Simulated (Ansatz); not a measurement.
# CuS (Fm-3m): phonons and vibrational spectra, part 2 of 2

Task: relax CuS (Fm-3m), then find its harmonic phonons.

Ansatz 0.2.0; DFT PBEsol, scalar-relativistic, plane waves, norm-conserving pseudopotentials.

So far. Step 3 (Relaxing to small forces for the phonons): The forces vanish by symmetry and the pressure is 0.000 GPa, within the tolerances set. The cell now holds 13.83 Å³/atom. The relaxed cell has a = 4.801 Å (conventional setting).

### Step 4. Zone-centre response

The zone centre comes first: it holds the modes that light can see, as far as symmetry allows. No field response is asked, since the mesh shows no gap.

input.yaml

```yaml
crystal:
  lattice:
    - [0.0, 2.4002778716, 2.4002778716]
    - [2.4002778716, 0.0, 2.4002778716]
    - [2.4002778716, 2.4002778716, 0.0]
  atoms:
    - { symbol: Cu, position: [0.0, 0.0, 0.0] }
    - { symbol: S, position: [0.5, 0.5, 0.5] }
kpoints:
  mp_grid: { grid: [16, 16, 16] }
hamiltonian:
  xc: pbesol
  pseudopotentials: { kind: nc }
scf:
  occupations: { method: methfessel_paxton, width: 0.15 }
output:
  eigenvalues: true
phonons:
  method: dfpt
```

Launch:

```sh
$ ansatz run input.yaml --threads 4 --pin off --max-ram 7168MiB --backend cpu --events-out ev --progress --plain --runs-dir out
```

Numbers of over 12 decimals in the logs are rounded to 6 here.

What it wrote:

```text
[...]
Crystal: 2 atoms, lattice volume = 27.658 Å³
Basis set: ecut = 1251.723767 eV, 2733 PW (Γ), exchange–correlation on 80×80×80 points (8 copies of the dense FFT grid, shifted against one another)
Bands: 17, of which v1, the nominal top of the filled ones, is band 13 counted from 1 (12 counted from 0)
Symmetry: 48 space group operations
k-points: 349 of 4096 (irreducible under 8 space group operations, time reversal used)
[...]
SCF iter   1: F=—  HF=-5455.797097 eV  |F-HF|=—  |Δ(HF+E_count)|=         —  Δρ=8.48e-2  dr2=1.39e0  ethr=3.10e-3  ⟨swp⟩=6.0  Hψ=33911  notcnv=0
[...]
SCF iter  10: F=-5455.514981 eV  HF=-5455.514981 eV  |F-HF|=9.09e-13  |Δ(HF+E_count)|=  5.46e-12  S|Δr|=    0.00e0  Δρ=7.09e-8  dr2=9.33e-13  ethr=1.00e-12  ⟨swp⟩=6.8  Hψ=26542  notcnv=0
SCF 1 converged in 10 iterations: F = -5455.514981 eV  dr2 = 9.33e-13
DFPT response loops at Γ: preconditioner auto → Kerker (q_TF=auto, 2.683 Å⁻¹) (partly filled bands, converged f_vac=0.000); β = 1.00, the filter's whole step (`scf.mixing.beta` (0.50) is not read by the response loops under this deck's `scf.mixing.preconditioner`; to damp them name `kerker` or `kerker_dos`, under which they read `scf.mixing.beta`, and type it under 1.00, their step now; both keys bind the ground state too); Broyden in place of MSR1
SCF converged after 10 iterations
[...]
Free energy (F): -5455.514981 eV
[...]
Internal energy: -5455.517056 eV  (E = F + TS)
E sigma→0 (E₀):  -5455.515500 eV
Entropy (-TS):   0.002075 eV (1.038 meV/atom)
Fermi energy:    12.521050 eV
Step filling:    the computed levels leave a gap of 0.0000 eV = 0.0 smearing widths at the electron count; against every level under it full and every level over it empty, smearing changes F+E_penalty+E_count by +0.690 meV and its σ→0 estimate by +0.171 meV
[...]
--- Band table (eV; the first three rows and the last of 349) ---
  k-point 0: bands = [... 9 lower, 9.4664, 11.6709, 11.6709, 11.6709, 16.6002, 22.1154, 22.1154, 22.1154]
  k-point 1: bands = [... 9 lower, 9.4774, 11.3886, 11.7795, 11.7795, 16.9055, 21.7664, 22.1397, 22.1397]
  k-point 2: bands = [... 9 lower, 9.5259, 10.8275, 12.0536, 12.0536, 17.5559, 21.1753, 22.0665, 22.0665]
  k-point 348: bands = [... 9 lower, 10.1791, 10.1791, 10.3425, 10.4770, 17.7504, 20.5946, 21.2845, 21.2845]
--- Phonons (Γ-DFPT): 2 representative perturbations + reference, on 349 of 4096 k-points (Σ response iterations 6) ---
  k mesh reduced under 8 symmetry operations, with k and −k counted as one. Each operation leaves every solved perturbation unchanged. A smaller set is not used because it would not reduce the number of displacements times k-points to solve
  ASR residual: 2.204e-4 → 0.000e0 eV/Å²; symmetrization residual: 4.582e-6 eV/Å²
  ASR residual per site (eV/Å²): 2.20e-4 5.65e-6
  Γ frequencies (cm⁻¹): 0.00 0.00 0.00 243.59 243.59 243.59
  non-analytic LO–TO correction: not included (Born effective charges unavailable; polar crystals: no LO–TO splitting at Γ)
```

Run time: 83 s. Hardware: 4 threads of Arm Neoverse N1, shared host; peak memory 1.8 GiB; 5.3 min of CPU time.

Reading the cycles: dr2 is the Hartree energy of the density residual (eV), the measure of convergence; HF is the Harris–Foulkes estimate of the energy, which meets the free energy F at convergence.

Numbers from this step:

```
sum-rule residual before enforcement                    : 2.20e-4 eV/Å²
point group                                             : m-3m
highest optical mode at the zone centre (no LO-TO term) : 243.6 cm⁻¹
lowest optical zone-centre mode                         : 243.6 cm⁻¹
```

Patterns of degenerate modes are one choice out of their space. The modes at Γ (shares of kinetic energy by element, %):

```tsv
mode	frequency (cm⁻¹)	symmetry	Cu %	S %
1	0.0	acoustic	66	34
2	0.0	acoustic	66	34
3	0.0	acoustic	66	34
4	243.6	T1u	34	66
5	243.6	T1u	34	66
6	243.6	T1u	34	66
```

Displacements in mode 4 (243.6 cm⁻¹), the largest set to 1:
```
Cu1  0.00  0.00 -0.50
S2   0.00  0.00  1.00
```

Before it was imposed, the acoustic sum rule was missed by 2.2e-4 eV/Å². Small misses are needed for a sound result but don't prove that mesh and cutoff are converged. The lowest optical mode is real, 244 cm⁻¹.

### Step 5. The dispersion

Stability and thermal properties need the whole zone. Linear response on a 4×4×4 q mesh gives force constants as far as a supercell of that size would.

Changes to input.yaml since step 4:

```diff
@@ -19 +19,8 @@
   method: dfpt
+  qmesh: [4, 4, 4]
+  temperatures: { t_max: 1000, t_step: 50 }
+  qpath:
+    path:
+      - [[0.0, 0.0, 0.0], [0.5, 0.0, 0.5], [0.625, 0.25, 0.625]]
+      - [[0.375, 0.375, 0.75], [0.0, 0.0, 0.0], [0.5, 0.5, 0.5], [0.5, 0.25, 0.75], [0.5, 0.0, 0.5]]
+    npoints: 10
```

What it wrote:

```text
Engine: ansatz 0.2.0, aarch64-unknown-linux-gnu
Pseudopotentials: kind: nc
Pseudopotential: Cu, nc, valence charge 19, recommended cutoff 1251.723767 eV (normal), Cu.nc.azcp (PseudoDojo's, or run here from an input of PseudoDojo's: the run reads no file of this project's for it)
Pseudopotential: S, nc, valence charge 6, recommended cutoff 707.496042 eV (normal), S.nc.azcp (PseudoDojo's, or run here from an input of PseudoDojo's: the run reads no file of this project's for it)
Functional definition: PBEsol
  exchange = pbesol_x
  correlation = pbesol_c
Error: memory limit exceeded: the `cold-start seed` phase of `dfpt pair set` needs 7.55 GiB against the run's memory maximum of 7.00 GiB; largest carriers: wavefunctions 5.77 GiB, plane-wave basis 1.39 GiB, unmodelled-tail allowance 0.36 GiB, source scf tables 0.02 GiB, fft grid 0.00 GiB; this run sums exchange and correlation above basis.xc_grid: 1 (its plan line states the level, which a resume's fixed deck keeps): [...]
with nothing else changed it takes a maximum of at least 7.55 GiB, with nothing to spare, and 8.31 GiB leaves up to a tenth: --max-ram 8.31GiB where that set the maximum, else more of the term that did, and with no share typed, where 8.31 GiB is over 0.88 of the host's memory or its container's limit, a share of 0.88 or more that holds the maximum too (--max-ram-frac F), where one does; The budget is ten elevenths of [...]
```

It took 50 s on 4 threads; peak memory 1.6 GiB.

The input was rejected at the start.

The program's message: “memory limit exceeded: the `cold-start seed` phase of `dfpt pair set` needs 7.55 GiB against the run's memory maximum of 7.00 GiB; largest carriers: wavefunctions 5.77 GiB, plane-wave basis 1.39 GiB, …”

### Step 6. Another isotope, element Cu, natural mass 63.546 amu

An isotope changes the mass and not the force constants, so no new electronic calculation is needed; the shifts show which modes move this element.

The same force constants with the mass of Cu changed from 63.546 to 64.928 u (phonopy, no LO-TO term). Both lists are sorted by frequency; levels can cross, so a row need not hold one and the same mode. Modes under 3 cm⁻¹ are left out. Isotope shifts, by row:

```tsv
q	rank	natural mass (cm⁻¹)	changed mass (cm⁻¹)
0 0 0	4	243.6	242.7
0 0 0	5	243.6	242.7
0 0 0	6	243.6	242.7
```

A mode of this element alone would shift by -1.07 %. The highest zone-centre frequency without the field goes from 243.6 to 242.7 cm⁻¹ (-0.4 %). The product of the frequency ratios over all optical modes at Γ is 0.989; the product rule, (m/m′)^(3k/2) (M′/M)^(3/2) with k = 1 such atoms and M the mass of the cell, gives 0.989.

### Step 7. Isotope substitution, element S, natural mass 32.06 amu

The same for S, from 32.06 to 33.97 u.

A mode of this element alone would shift by -2.85 %. The highest zone-centre frequency without the field goes from 243.6 to 239.0 cm⁻¹ (-1.9 %). The product of the frequency ratios over all optical modes at Γ is 0.945; the product rule, (m/m′)^(3k/2) (M′/M)^(3/2) with k = 1 such atoms and M the mass of the cell, gives 0.945.

### Step 8. Summary of results

```
space group after relaxation (within 0.01 Å)            : Fm-3m
volume per atom                                         : 13.8 Å³
electronic character                                    : no gap on this mesh
highest optical mode at the zone centre (no LO-TO term) : 244 cm⁻¹
lowest optical zone-centre mode                         : 244 cm⁻¹
imaginary modes at Γ (the only wavevector solved)       : none
```

In words: The structure is stable against zone-centre distortions, since no mode there is imaginary; runs at other wavevectors are not part of this account. The optical modes at Γ form one degenerate level at 244 cm⁻¹. The dispersion is not part of this account. The highest mode in this list at Γ, 243.6 cm⁻¹, has its largest share on S (66 % of the kinetic energy). With no gap, or one that is small against the smearing, the frequencies hang on the k mesh and the smearing, most of all near Kohn anomalies. The phonon runs are without spin polarisation, although the cell has an odd electron count. These are harmonic frequencies at zero temperature: anharmonic shifts, linewidths and thermal expansion are left out.

[Logs are printed without paths, hosts, clocks, repeated set-up lines and the standing remarks that a program may print on its own settings, such as how far it seeks lower states.]

[Hosts, paths, dates, database ids (printed as entryN), source tags and the programs' standing remarks are cut or masked in the printed files.]
